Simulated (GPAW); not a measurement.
### TiNCl (Pmmn): G0W0 with GPAW, start to end

It takes space group Pmmn (No. 59, orthorhombic). Conventional cell: a = 3.258 Å, b = 3.937 Å, c = 7.803 Å, α = 90.00°, β = 90.00°, γ = 90.00°. Ti has 4 N at 2.01 Å and 2 Cl at 2.42 Å nearest. Nearest to N lie 4 Ti at 2.01 Å. Nearest to Cl lie 2 Ti at 2.42 Å. Farther neighbours and most contacts between anions are not listed.

```
Ti N Cl
1.0
     3.25800    0.00000    0.00000
     0.00000    3.93700    0.00000
     0.00000    0.00000    7.80300
Ti N Cl
2 2 2
Direct
  0.00000 0.50000 0.10000
  0.50000 0.00000 0.90000
  0.50000 0.50000 0.95000
  0.00000 0.00000 0.05000
  0.50000 0.50000 0.33000
  0.00000 0.00000 0.67000
```

| Item | Value |
| --- | --- |
| method | DFT, LDA, plane waves, PAW (and 1 further level or step) |
| program | GPAW 26.7.0 |
| settings of one run | cutoff 600 eV, GPAW PAW setups 1.2.1 data release, 4×4×2 k-mesh, nbands 237 |
| cost | 4 runs, 8.5 min in all on 4 MPI ranks of Arm Neoverse V1, shared host (the runs of this entry) |
| notes | The cell and positions come from the Crystallography Open Database and are kept as given unless a step says otherwise. Bands and cutoff are finite, so the gap is not at the basis limit. The miss can reach some tenths of an eV and take either sign; the mesh is an error of its own. The 4×4×2 mesh is coarse for this cell, which bears on the long-range parts of exchange and screening. |
| LDA gap | 0.53 eV, direct |
| G0W0 gap on the mesh | 1.68 eV |
| GW settings | 4×4×2 mesh, 227 bands, screening to 100 eV, Godby-Needs plasmon pole |
| known limits | not at the basis limit; coarse k mesh |

G0W0 moves the gap on the mesh from 0.53 eV to 1.68 eV (+1.15 eV), with Z of 0.76 and 0.76 at the edges. Only 2 of the mesh's irreducible points were corrected, so a valley elsewhere could overtake.

[Paths, hosts, dates, memory and timing lines, banners, echoed tables and standing remarks are left out of the program output.]

[Logs are printed without paths, hosts, clocks, repeated set-up lines and the standing remarks that a program may print on its own settings, such as how far it seeks lower states.]

[Runs of the session that timed out or met a known fault of the program may be left out.]

[Hosts, paths, dates, database ids (printed as entryN), source tags and the programs' standing remarks are cut or masked in the printed files.]
